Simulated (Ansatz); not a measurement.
## Cd2C (model cell, started as cuprite): from the cell to its phonons

Task: relax Cd2C (model cell, started as cuprite), then find its harmonic phonons.

Program: Ansatz 0.2.0. Level of theory: DFT PBEsol, scalar-relativistic, plane waves, PAW. Results are calculated unless marked as measured.

The structure was built from a prototype and need not be the compound's stable phase.

## Step 1: The starting structure

Symmetry: Pn-3m, No. 224, cubic system. Conventional cell: a = 4.979 Å, b = 4.979 Å, c = 4.979 Å, α = 90.00°, β = 90.00°, γ = 90.00°. Nearest to C lie 4 Cd at 2.16 Å. Nearest to Cd lie 2 C at 2.16 Å. Farther neighbours are not listed.

## Step 2: Relaxation

Harmonic phonons are second derivatives at a point where the forces vanish, and they are wanted at zero stress, so atoms and cell are relaxed first.

Contents of input.yaml:

```yaml
crystal:
  lattice:
    - [4.97907, 0.0, 0.0]
    - [0.0, 4.97907, 0.0]
    - [0.0, 0.0, 4.97907]
  atoms:
    - { symbol: C, position: [0.0, 0.0, 0.0] }
    - { symbol: C, position: [0.5, 0.5, 0.5] }
    - { symbol: Cd, position: [0.25, 0.25, 0.25] }
    - { symbol: Cd, position: [0.75, 0.75, 0.25] }
    - { symbol: Cd, position: [0.75, 0.25, 0.75] }
    - { symbol: Cd, position: [0.25, 0.75, 0.75] }
kpoints:
  mp_grid: { grid: [6, 6, 6] }
hamiltonian:
  xc: pbesol
scf:
  occupations: { method: gaussian, width: 0.02 }
output:
  forces: true
  stress: true
  eigenvalues: true
  write_density: true
  write_potential: true
  elf: true
  volumetric_format: npy
relax:
  adjacent_minimum: "off"
  f_tol: 0.005
  max_steps: 80
  cell: { stress_tol: 0.05 }
```

Started as:

```bash
$ ansatz run input.yaml --threads 8 --pin off --max-ram 14336MiB --backend cpu --events-out ev --progress --plain --runs-dir out
```

Numbers of over 12 decimals in the logs are rounded to 6 here.

The program printed:

```text
Engine: ansatz 0.2.0, aarch64-unknown-linux-gnu
Pseudopotentials: kind: paw
Pseudopotential: C, paw, valence charge 4, recommended cutoff 420 eV (normal), C.paw.azcp
Pseudopotential: Cd, paw, valence charge 20, recommended cutoff 420 eV (normal), Cd.paw.azcp
Functional definition: PBEsol
  exchange = pbesol_x
  correlation = pbesol_c
Crystal: 6 atoms, lattice volume = 123.437 Å³
Basis set: ecut = 420 eV, 2469 PW (Γ), exchange–correlation on 72×72×72 points (8 copies of the dense FFT grid, shifted against one another)
Bands: 53, of which v1, the nominal top of the filled ones, is band 44 counted from 1 (43 counted from 0)
Symmetry: 48 space group operations
Space group: Pn-3m (ITA 224), of the structure as read, at distance tolerance 5.0e-5 Å
k-points: 20 of 216
Non-local potential: C, projectors of the file, l = 0: 2, l = 1: 2, l = 2: 1
Non-local potential: Cd, projectors of the file, l = 0: 3, l = 1: 2, l = 2: 2, l = 3: 1
PAW form: soft (Blöchl's): semilocal exchange-correlation on the pseudo side does not see the compensation charge
PAW frozen core: C, regenerated for the run's functional, and the local potential with it (the file was generated under x = pbe(κ = 0.804, μ = 0.219515), c = pbe(β = 0.066725))
PAW frozen core: Cd, regenerated for the run's functional, and the local potential with it (the file was generated under x = pbe(κ = 0.804, μ = 0.219515), c = pbe(β = 0.066725))
PAW one-centre angular grid: C, 110 points (default); XC on 64 Gauss nodes
PAW one-centre angular grid: Cd, 590 points (default); XC on 64 Gauss nodes
Initial density: superposition of atomic densities (neutral atoms: chi_scale 0, normalization atom), corrected by the library's trained network
Initial wavefunctions: pseudopotential atomic-orbital guess
Functional: x = pbesol(κ = 0.804, μ = 0.123457), c = pbesol(β = 0.046)
SCF iter   1: F=—  HF=-33224.004647 eV  |F-HF|=—  |Δ(HF+E_count)|=         —  Δρ=7.43e-3  dr2=8.55e-2  ethr=1.77e-3  ⟨swp⟩=6.4  Hψ=3737  notcnv=0
preconditioner: auto → Resta (q_TF=auto, 2.579 Å⁻¹)  ε∞=6.0  [insulator: Δε(μ)=0.578 eV  Ē_g=11.224 eV  σ=0.020 eV  W_gap=1.00  n_scr=32 (ndim 8)  ℏωp=25.0 eV  f_vac=0.017  D(μ)=0.00/eV (n_scr^D=0)  ε∞_Penn≈6.0]
SCF iter   2: F=—  HF=-33223.984340 eV  |F-HF|=—  |Δ(HF+E_count)|=   2.03e-2  Δρ=1.63e-3  dr2=4.18e-3  ethr=9.71e-5  ⟨swp⟩=3.5  Hψ=1934  notcnv=0  defer=52
SCF iter   3: F=—  HF=-33223.983659 eV  |F-HF|=—  |Δ(HF+E_count)|=   6.82e-4  Δρ=6.53e-4  dr2=4.76e-4  ethr=4.75e-6  ⟨swp⟩=2.1  Hψ=1508  notcnv=0  defer=52
SCF iter   4: F=—  HF=-33223.983716 eV  |F-HF|=—  |Δ(HF+E_count)|=   5.69e-5  Δρ=1.08e-4  dr2=1.59e-5  ethr=5.41e-7  ⟨swp⟩=2.0  Hψ=1457  notcnv=0  defer=52
SCF iter   5: F=—  HF=-33223.983768 eV  |F-HF|=—  |Δ(HF+E_count)|=   5.24e-5  Δρ=4.65e-5  dr2=2.50e-6  ethr=1.81e-8  ⟨swp⟩=2.0  Hψ=1532  notcnv=0  defer=52
SCF iter   6: F=—  HF=-33223.983769 eV  |F-HF|=—  |Δ(HF+E_count)|=   6.00e-7  Δρ=1.80e-5  dr2=2.80e-7  ethr=2.84e-9  ⟨swp⟩=2.0  Hψ=1799  notcnv=0  defer=52
SCF iter   7: F=-33223.983769 eV  HF=-33223.983769 eV  |F-HF|=6.70e-9  |Δ(HF+E_count)|=   1.69e-8  Δρ=2.29e-6  dr2=7.75e-9  ethr=1.14e-10  ⟨swp⟩=12.0  Hψ=6175  notcnv=0
SCF 1 converged in 7 iterations: F = -33223.983769 eV  dr2 = 7.75e-9
  greatest PAW one-centre occupation: 1.000 electrons in one spin orbital (limit 2), on the Cd atom at site 5 (counted from 0), in its partial waves of l = 0
relax step   1: F+E_penalty+E_count = -33223.98376867 eV  Δ(F+E_penalty+E_count) = +0.000e0 eV  max|allowed force component| = 6.168e-18 eV/Å  Δτ_max = 0.0000 Å  P = -4.001 GPa  Ω = 123.437 Å³  (7 SCF iters, dr2 threshold 1.00e-7 eV, accepted)
Crystal: 6 atoms, lattice volume = 116.303 Å³
Basis set: ecut = 420 eV, 2301 PW (Γ), exchange–correlation on 72×72×72 points (8 copies of the dense FFT grid, shifted against one another)
Initial density: handed on by an earlier stage of this run
Initial wavefunctions: those handed on with the density
iter 1 solved again at ethr=1.41e-4 eV; its pass at ethr=3.10e-3 eV (dr2=1.24e-1 eV) is discarded
SCF iter   1: F=—  HF=-33224.113828 eV  |F-HF|=—  |Δ(HF+E_count)|=         —  Δρ=8.36e-3  dr2=1.28e-1  ethr=1.41e-4  ⟨swp⟩=2.0  Hψ=4484  notcnv=0
preconditioner: auto → Resta (q_TF=auto, 2.604 Å⁻¹)  ε∞=6.0  [insulator: Δε(μ)=0.737 eV  Ē_g=11.520 eV  σ=0.020 eV  W_gap=1.00  n_scr=32 (ndim 8)  ℏωp=25.8 eV  f_vac=0.006  D(μ)=0.00/eV (n_scr^D=0)  ε∞_Penn≈6.0]
SCF iter   2: F=—  HF=-33224.089285 eV  |F-HF|=—  |Δ(HF+E_count)|=   2.45e-2  Δρ=3.55e-3  dr2=2.67e-2  ethr=1.41e-4  ⟨swp⟩=2.0  Hψ=1332  notcnv=0
SCF iter   3: F=—  HF=-33224.082842 eV  |F-HF|=—  |Δ(HF+E_count)|=   6.44e-3  Δρ=3.71e-4  dr2=1.80e-4  ethr=3.03e-5  ⟨swp⟩=2.4  Hψ=1719  notcnv=0  defer=1
SCF iter   4: F=—  HF=-33224.082850 eV  |F-HF|=—  |Δ(HF+E_count)|=   8.12e-6  Δρ=1.40e-4  dr2=1.79e-5  ethr=2.05e-7  ⟨swp⟩=1.9  Hψ=1617  notcnv=0  defer=1
iter 5 did not close the SCF: its close was put off for the readings that it lacked (scf_convergence_deferred on its scf_iter line)
SCF iter   5: F=-33224.082850 eV  HF=-33224.082850 eV  |F-HF|=1.17e-7  |Δ(HF+E_count)|=   3.84e-7  Δρ=2.27e-5  dr2=5.54e-7  ethr=2.03e-8  ⟨swp⟩=2.5  Hψ=1695  notcnv=0  defer=1
SCF iter   6: F=-33224.082850 eV  HF=-33224.082850 eV  |F-HF|=1.59e-9  |Δ(HF+E_count)|=   2.11e-7  Δρ=3.83e-6  dr2=1.53e-8  ethr=6.30e-10  ⟨swp⟩=8.8  Hψ=6563  notcnv=0
SCF 2 converged in 6 iterations: F = -33224.082850 eV  dr2 = 1.53e-8
relax step   2: F+E_penalty+E_count = -33224.08284995 eV  Δ(F+E_penalty+E_count) = -9.908e-2 eV  max|allowed force component| = 8.095e-17 eV/Å  Δτ_max = 0.0000 Å  P = +0.023 GPa  Ω = 116.303 Å³  energy of the carried Pulay correction = +5.236e-3 eV  (6 SCF iters, dr2 threshold 6.00e-7 eV, accepted)
Initial wavefunctions: pseudopotential atomic-orbital guess (no wavefunctions were taken with the density)
iter 1 solved again at ethr=2.69e-8 eV; its pass at ethr=3.10e-3 eV (dr2=2.37e-5 eV) is discarded
SCF iter   1: F=—  HF=-33224.078363 eV  |F-HF|=—  |Δ(HF+E_count)|=         —  Δρ=1.72e-4  dr2=6.00e-6  ethr=2.69e-8  ⟨swp⟩=3.0  Hψ=6496  notcnv=0
preconditioner: auto → Resta (q_TF=auto, 2.604 Å⁻¹)  ε∞=5.9  [insulator: Δε(μ)=0.582 eV  Ē_g=11.584 eV  σ=0.020 eV  W_gap=1.00  n_scr=32 (ndim 8)  ℏωp=25.8 eV  f_vac=0.007  D(μ)=0.00/eV (n_scr^D=0)  ε∞_Penn≈5.9]
SCF iter   2: F=—  HF=-33224.078399 eV  |F-HF|=—  |Δ(HF+E_count)|=   3.66e-5  Δρ=8.48e-5  dr2=1.31e-6  ethr=6.82e-9  ⟨swp⟩=2.3  Hψ=1728  notcnv=0
SCF iter   3: F=—  HF=-33224.078401 eV  |F-HF|=—  |Δ(HF+E_count)|=   1.58e-6  Δρ=1.70e-5  dr2=5.40e-8  ethr=1.49e-9  ⟨swp⟩=2.0  Hψ=1617  notcnv=0
SCF iter   4: F=—  HF=-33224.078401 eV  |F-HF|=—  |Δ(HF+E_count)|=   6.32e-8  Δρ=1.36e-6  dr2=1.19e-9  ethr=6.14e-11  ⟨swp⟩=2.0  Hψ=1620  notcnv=0
iter 5 did not close the SCF: its close was put off for the readings that it lacked (scf_convergence_deferred on its scf_iter line)
SCF iter   5: F=-33224.078401 eV  HF=-33224.078401 eV  |F-HF|=7.28e-12  |Δ(HF+E_count)|=  3.06e-10  Δρ=1.11e-7  dr2=8.53e-12  ethr=1.35e-12  ⟨swp⟩=2.0  Hψ=1616  notcnv=0
SCF iter   6: F=-33224.078401 eV  HF=-33224.078401 eV  |F-HF|=2.18e-11  |Δ(HF+E_count)|=  7.28e-12  Δρ=1.87e-8  dr2=4.32e-13  ethr=1.00e-12  ⟨swp⟩=3.0  Hψ=3641  notcnv=0
SCF 3 converged in 6 iterations: F = -33224.078401 eV  dr2 = 4.32e-13
relax step   3: F+E_penalty+E_count = -33224.07840097 eV  Δ(F+E_penalty+E_count) = +4.449e-3 eV  max|allowed force component| = 8.943e-17 eV/Å  Δτ_max = 0.0000 Å  P = -0.012 GPa  Ω = 116.303 Å³  stress off target by 1.22e-2 GPa  SCF on the basis re-selected at this cell (its energy is not comparable with the rows above)  (6 SCF iters)
basis re-selected at this cell: Δ(F+E_penalty+E_count) = +4.449e-3 eV, ΔP = -0.035 GPa vs the last step (what re-selecting the basis moved, of the pressure what is left beyond the Pulay correction that the steps carried, after the strain that the cell walked since its last selection, with what the two solves' SCF thresholds leave and, on support functions, any second-order correction that the steps lacked; it is no m [...]
SCF converged after 6 iterations
Free energy (F): -33224.078401 eV
Harris-Foulkes:  -33224.078401 eV  (|F-HF|=2.18e-11)
Internal energy: -33224.078401 eV  (E = F + TS)
E sigma→0 (E₀):  -33224.078401 eV
Fermi energy:    10.384514 eV
--- Per-component energies (eV) ---
  E_band       = -1785.140148
  E_kinetic    = 2189.070731
  E_local      = -13399.552037  (includes V_loc(G=0)·N_el)
  E_nonlocal   = 192.511827
  E_hartree    = 6196.362349
  E_xc         = -796.218149
  E_vxc        = -1001.498591  (∫ρ·V_xc dr)
  E_paw        = -16237.124105  (= ΣΔE_a)
  E_vpaw       = -2158.396838  (= ΣTr[D̂ρ^β])
  E_aug_tail   = 0.000058  (compensation charges beyond the density's cutoff)
  E_ewald      = -11370.539114
  E_core_change = 1.410040  (= ΣΔE_core)
  E_smearing   = -0.000000  (= −TS)
  E_closure    = 0.000000  (closes the sum)
  Σ components = -33224.078401   (vs F -33224.078401, Δ=0.00e0)
--- Forces (eV/Å), atoms counted from 1 ---
  atom   1  C      0.00000000    -0.00000000     0.00000000
  atom   2  C     -0.00000000     0.00000000    -0.00000000
  atom   3  Cd     0.00000000     0.00000000    -0.00000000
  atom   4  Cd    -0.00000000     0.00000000     0.00000000
  atom   5  Cd    -0.00000000    -0.00000000    -0.00000000
  atom   6  Cd     0.00000000     0.00000000    -0.00000000
  max |Σ_I F_I| component: 1.85e-17 eV/Å
--- Stress (GPa, compression-positive) ---
       -0.012210      -0.000000       0.000000
       -0.000000      -0.012210      -0.000000
        0.000000      -0.000000      -0.012210
  P = ⅓ Tr σ = -0.0122 GPa (-0.122 kbar)
--- Band table (eV; the first three rows and the last of 20) ---
  k-point 0: bands = [... 40 lower, 8.9659, 9.5344, 9.5344, 9.5344, 10.6751, 10.6751, 11.5656, 16.7354, ... 5 higher]
  k-point 1: bands = [... 40 lower, 8.9691, 8.9691, 9.6061, 9.6061, 10.9378, 11.9206, 12.2269, 15.7937, ... 5 higher]
  k-point 2: bands = [... 40 lower, 8.9838, 8.9838, 9.7364, 9.7364, 11.6850, 13.3330, 13.7444, 14.2504, ... 5 higher]
  k-point 19: bands = [... 40 lower, 7.6498, 7.7386, 7.7386, 7.7386, 13.5486, 13.5486, 13.5486, 15.9494, ... 5 higher]
--- Relaxed structure (2 steps of the walk, 2 accepted, 1 SCFs on fresh bases) ---
  F+E_penalty+E_count = -33224.07840097 eV   max|allowed force component| = 8.943e-17 eV/Å   (the final SCF, on the basis selected at the relaxed cell)
  cell:  # Å, volume = 116.3032 Å³
    - [4.881245, 0, 0]
    - [0, 4.881245, 0.0]
    - [0, 0.0, 4.881245]
  atoms:
    - { symbol: C, position: [0, 0, 0] }
    - { symbol: C, position: [0.500000, 0.500000, 0.500000] }
    - { symbol: Cd, position: [0.250000, 0.250000, 0.250000] }
    - { symbol: Cd, position: [0.75, 0.75, 0.250000] }
    - { symbol: Cd, position: [0.75, 0.250000, 0.75] }
    - { symbol: Cd, position: [0.250000, 0.75, 0.75] }
```

Wall time 3 s (8 threads of Arm Neoverse V2, shared host); peak memory 0.61 GiB; 21 s of CPU time.

Step by step:

| step | energy less that of the first step (eV) | largest force component (eV/Å) | pressure (GPa) | volume (Å³) |
| --- | --- | --- | --- | --- |
| 1 | 0.0000 | 0.0000 | -4.00 | 123.44 |
| 2 | -0.0991 | 0.0000 | 0.02 | 116.30 |
| 3* | -0.0946 | 0.0000 | -0.01 | 116.30 |

Relaxation steps marked * repeat the geometry before them on a plane-wave basis chosen anew for their cell, so energy and pressure can jump there.

The run keeps the 48 symmetry operations that it works with, so distortions that break them were not tested.

| conventional cell, symmetrised | before | after | change |
| --- | --- | --- | --- |
| a (Å) | 4.979 | 4.881 | -2.0 % |
| b (Å) | 4.979 | 4.881 | -2.0 % |
| c (Å) | 4.979 | 4.881 | -2.0 % |
| volume (Å³/atom) | 20.57 | 19.38 | -5.8 % |

Final coordinates:

```
C Cd
1.0
     4.88124    0.00000    0.00000
     0.00000    4.88124    0.00000
     0.00000    0.00000    4.88124
C Cd
2 4
Direct
  0.00000 0.00000 0.00000
  0.50000 0.50000 0.50000
  0.25000 0.25000 0.25000
  0.75000 0.75000 0.25000
  0.75000 0.25000 0.75000
  0.25000 0.75000 0.75000
```

Numbers from this step:

```
pressure           : -0.01221 GPa
gap on the k-mesh  : 0.5824 eV
volume per atom    : 19.38 Å³
direct gap on mesh : 1.141 eV
```

Electrostatic potential energy in the ac plane at fractional y = 0.250, with atoms of Cd within 0.2 Å of it. With pseudopotentials it is smooth inside the atoms' cores, unlike the true potential.

Ten even steps from '_' (-20 eV) to '@' (15 eV), each cell a mean:
```
@@@@@@@@@@@@@@@@%%**++++##%%
@@@@@@@@@@@@@@%%++::..::--##
%%@@@@@@@@@@@@##--..____::++
%%@@@@@@@@@@@@##--______..++
%%@@@@@@@@@@@@%%==..__..::**
@@@@@@@@@@@@@@@@##==----++%%
@@@@%%%%%%@@@@@@@@%%####%%@@
@@%%**++++##%%@@@@@@@@@@@@@@
%%++::..::==##@@@@@@@@@@@@@@
##--..____::++%%@@@@@@@@@@@@
##--______..++%%@@@@@@@@@@@@
%%==::__..::**%%@@@@@@@@@@@@
@@##==----++%%@@@@@@@@@@@@@@
@@@@%%####%%@@@@@@%%%%%%@@@@
```
Columns run along a (4.9 Å; values clipped at the 3rd and 97th percentile), rows up along c (4.9 Å). Atoms in or near the plane, at fractional coordinates: Cd at (0.25, 0.25), Cd at (0.75, 0.75).

Valence density in the ac plane at fractional y = 0.250, with atoms of Cd within 0.2 Å of it. It is the smooth field of the valence electrons, not physical close to the nuclei.

Values in e/Å³, 14 rows by 14 columns, each cell a mean:
```
 0  0  0  0  0  0  0  0  0  1  1  1  0  0
 0  0  0  0  0  0  0  0  1  3  6  5  2  0
 0  0  0  0  0  0  0  0  2  9 17 14  5  1
 0  0  0  0  0  0  0  0  2 11 22 17  6  1
 0  0  0  0  0  0  0  0  1  5 11  9  3  1
 0  0  0  0  0  0  0  0  0  1  2  2  1  0
 0  0  0  0  0  0  0  0  0  0  0  0  0  0
 0  0  1  1  1  0  0  0  0  0  0  0  0  0
 0  1  3  5  5  2  0  0  0  0  0  0  0  0
 0  2  9 18 15  5  1  0  0  0  0  0  0  0
 0  2 10 21 18  5  1  0  0  0  0  0  0  0
 0  1  5 10  9  3  1  0  0  0  0  0  0  0
 0  0  1  2  2  1  0  0  0  0  0  0  0  0
 0  0  0  0  0  0  0  0  0  0  0  0  0  0
```
Columns run along a (4.9 Å), rows up along c (4.9 Å). Atoms in or near the plane, at fractional coordinates: Cd at (0.25, 0.25), Cd at (0.75, 0.75).

ELF in the ac plane at fractional y = 0.250, with atoms of Cd within 0.2 Å of it. It is the smooth field of the valence electrons, not physical close to the nuclei.

Values, 14 rows by 14 columns, each cell a mean:
```
0.42 0.37 0.25 0.18 0.14 0.11 0.09 0.13 0.19 0.26 0.28 0.25 0.21 0.31
0.29 0.28 0.18 0.11 0.07 0.07 0.11 0.18 0.28 0.42 0.50 0.46 0.31 0.21
0.20 0.18 0.10 0.05 0.04 0.07 0.14 0.20 0.35 0.56 0.76 0.69 0.46 0.25
0.18 0.12 0.06 0.04 0.05 0.11 0.17 0.20 0.36 0.61 0.85 0.76 0.50 0.28
0.16 0.09 0.06 0.06 0.10 0.19 0.25 0.21 0.27 0.47 0.61 0.56 0.42 0.26
0.12 0.08 0.09 0.12 0.18 0.28 0.37 0.33 0.22 0.27 0.36 0.35 0.28 0.19
0.09 0.12 0.16 0.18 0.20 0.29 0.42 0.44 0.33 0.21 0.20 0.20 0.18 0.13
0.13 0.19 0.25 0.28 0.25 0.22 0.32 0.42 0.37 0.25 0.17 0.14 0.11 0.09
0.18 0.28 0.41 0.49 0.45 0.30 0.22 0.29 0.28 0.19 0.11 0.07 0.07 0.11
0.20 0.36 0.57 0.76 0.71 0.45 0.25 0.20 0.18 0.10 0.05 0.04 0.07 0.14
0.20 0.36 0.61 0.84 0.76 0.49 0.28 0.18 0.12 0.06 0.04 0.05 0.11 0.18
0.21 0.27 0.46 0.61 0.57 0.41 0.25 0.16 0.09 0.06 0.06 0.10 0.18 0.25
0.32 0.22 0.27 0.36 0.36 0.28 0.19 0.12 0.08 0.09 0.12 0.18 0.28 0.37
0.45 0.32 0.21 0.20 0.20 0.18 0.13 0.09 0.12 0.16 0.18 0.20 0.29 0.42
```
Columns run along a (4.9 Å), rows up along c (4.9 Å). Atoms in or near the plane, at fractional coordinates: Cd at (0.25, 0.25), Cd at (0.75, 0.75).

In this step the volume went from 20.57 to 19.38 Å³/atom.

## Step 3: Bringing the structure to rest

The relaxation is repeated from its end on the same settings, as a check that it has come to rest.

Edit input.yaml of step 2 so:

```diff
@@ -2,5 +2,5 @@
   lattice:
-    - [4.97907, 0.0, 0.0]
-    - [0.0, 4.97907, 0.0]
-    - [0.0, 0.0, 4.97907]
+    - [4.881244761, 0.0, 0.0]
+    - [0.0, 4.881244761, 0.0]
+    - [0.0, 0.0, 4.881244761]
   atoms:
```

The program printed:

```text
[...]
Crystal: 6 atoms, lattice volume = 116.303 Å³
Basis set: ecut = 420 eV, 2301 PW (Γ), exchange–correlation on 72×72×72 points (8 copies of the dense FFT grid, shifted against one another)
Bands: 53, of which v1, the nominal top of the filled ones, is band 44 counted from 1 (43 counted from 0)
Symmetry: 48 space group operations
[...]
k-points: 20 of 216
[...]
cell:  # Å, volume = 116.3032 Å³
    - [4.881244761, 0.0, 0.0]
    - [0.0, 4.881244761, 0.0]
    - [0.0, 0.0, 4.881244761]
  atoms:
    - { symbol: C, position: [0.0, 0.0, 0.0] }
    - { symbol: C, position: [0.5, 0.5, 0.5] }
    - { symbol: Cd, position: [0.25, 0.25, 0.25] }
    - { symbol: Cd, position: [0.75, 0.75, 0.25] }
    - { symbol: Cd, position: [0.75, 0.25, 0.75] }
    - { symbol: Cd, position: [0.25, 0.75, 0.75] }
[key lines of the parts left out:]
SCF converged after 9 iterations
Free energy (F): -33224.078401 eV
Fermi energy:    10.384514 eV
P = ⅓ Tr σ = -0.0122 GPa (-0.122 kbar)
```

Wall time 2.1 s (8 threads); peak memory 0.6 GiB; 14 s of CPU time.

Little changed from the start: no atom moved by 0.005 Å and no cell edge by 0.1 %.

In this step the volume went from 19.38 to 19.38 Å³/atom.

## Step 4: Relaxing to small forces for the phonons

Phonons need a cell at rest on their own settings, so the relaxation is repeated with tight tolerances on forces and stress on the k mesh and occupations of the first response run.

input.yaml, the sections that differ from step 3:

```yaml
scf:
  occupations: { method: fixed }
output:
  forces: true
  stress: true
  eigenvalues: true
relax:
  adjacent_minimum: "off"
  f_tol: 0.001
  max_steps: 60
  cell: { stress_tol: 0.01 }
# crystal, kpoints, hamiltonian: as in step 3
```

The program printed:

```text
[...]
Crystal: 6 atoms, lattice volume = 116.303 Å³
Basis set: ecut = 420 eV, 2301 PW (Γ), exchange–correlation on 72×72×72 points (8 copies of the dense FFT grid, shifted against one another)
Bands: 53, of which v1, the nominal top of the filled ones, is band 44 counted from 1 (43 counted from 0)
Symmetry: 48 space group operations
[...]
k-points: 20 of 216
[...]
cell:  # Å, volume = 116.2854 Å³
    - [4.880996, 0, 0.0]
    - [0, 4.880996, 0.0]
    - [0.0, 0.0, 4.880996]
  atoms:
    - { symbol: C, position: [0, 0, 0] }
    - { symbol: C, position: [0.5, 0.5, 0.5] }
    - { symbol: Cd, position: [0.25, 0.25, 0.25] }
    - { symbol: Cd, position: [0.75, 0.75, 0.25] }
    - { symbol: Cd, position: [0.75, 0.25, 0.75] }
    - { symbol: Cd, position: [0.25, 0.75, 0.75] }
[key lines of the parts left out:]
SCF converged after 5 iterations
Free energy (F): -33224.078383 eV
Fermi energy:    10.094999 eV
P = ⅓ Tr σ = -0.0003 GPa (-0.003 kbar)
```

Elapsed: 2.6 s, on 8 threads; peak memory 0.59 GiB; 18 s of CPU time.

Little changed from the start: no atom moved by 0.005 Å and no cell edge by 0.1 %.

Numbers from this step:

```yaml
pressure: -2.88e-4 GPa
gap_on_the_k_mesh: 0.5821 eV
```

The forces vanish by symmetry and the pressure is 0.000 GPa, within the tolerances set. The cell now holds 19.38 Å³/atom.

[end of part 1 of 3]

[Logs are printed without paths, hosts, clocks, repeated set-up lines and the standing remarks that a program may print on its own settings, such as how far it seeks lower states.]

[Hosts, paths, dates, database ids (printed as entryN), source tags and the programs' standing remarks are cut or masked in the printed files.]
